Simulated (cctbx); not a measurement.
## Symmetry from intensities

Cell: a = 6.9030 Å, b = 6.9030 Å, c = 6.6610 Å, α = 90.00°, β = 90.00°, γ = 90.00°. Expected content of the cell: Zr8 Ni8 Ti4.

Simulated single-crystal data (cctbx): Ag Kα, λ = 0.56087 Å, to d = 0.6 Å, 80 % of the full sphere, strongest reflection 5000 counts, noise from counting, a 3 % proportional error and a noise floor of 2 counts (s.d.); no absorption.

A first pass over the reflections prints:

```text
4869 reflections to d = 0.600 A
centring   violations  <I/sigma> of those
    A       1424 of  2456      6.0
    B       1404 of  2416      6.0
    C       1368 of  2424      5.8
    I       1376 of  2463      5.7
    R       1866 of  3199      6.1
    F       2098 of  3648      6.0
Laue class    unique    Rint  (classes that these axes allow; Friedel mates merged)
P -1             2934   0.051
P 1 2/m 1        1625   0.058
P 1 1 2/m        1630   0.059
P 2/m 1 1        1621   0.059
P m m m           922   0.064
P 4/m             825   0.063
P 4/m m m         503   0.066
space group    extra absences  I>4sigma  <I/sigma>
P 4 2 2                 0          0         -  acentric
P 4 21 2               16          0      -0.0  acentric
P 42 2 2               12          0      -0.3  acentric
P 42 21 2              28          0      -0.1  acentric
P 4 m m                 0          0         -  acentric
P 42 n m              313          0      -0.1  acentric
P -4 2 m                0          0         -  acentric
P -4 21 m              16          0      -0.0  acentric
P -4 m 2                0          0         -  acentric
P -4 n 2              313          0      -0.1  acentric
P 4/m m m               0          0         -  centric
P 42/m n m            313          0      -0.1  centric
Wilson B = 0.82 A^2   <|E^2-1|> = 0.833 (0.968 centric, 0.736 acentric)   E^2>4: 2.6 %
shell (A)         n   <I/sigma>
 6.90 - 1.20     78     21.3
 1.20 - 0.95     66     23.8
 0.95 - 0.83     64     20.2
 0.83 - 0.76     60     20.3
 0.76 - 0.70     58     13.2
 0.70 - 0.66     63     13.7
 0.66 - 0.63     58     11.4
 0.63 - 0.60     56     14.3
```

**Question.** What are the lattice type, the Laue class and the likely space group?

Every centring test has many violations, so the lattice is primitive.

Rint stays low (0.051 to 0.066) up to P 4/m m m, the highest class in these axes.

12 settings pass the absence test. The most absences obeyed, 313, belong to P 42 n m, P -4 n 2 and P 42/m n m, which absences can't tell apart.

⟨|E²−1|⟩ = 0.833 lies between the two ideal values. The Wilson B of 0.82 Å² means U ≈ 0.0104 Å².

The true group is P4_2/mnm (no. 136), Laue class 4/mmm, centrosymmetric. The tables only narrow the choice to the tied entries; cell content, site symmetry and trial solutions must settle it.

The model was made for the exercise: a known structure type with other elements put in, its volume estimated, not relaxed; displacement parameters are assumed.

[Logs are printed without paths, hosts, clocks, repeated set-up lines and the standing remarks that a program may print on its own settings, such as how far it seeks lower states.]
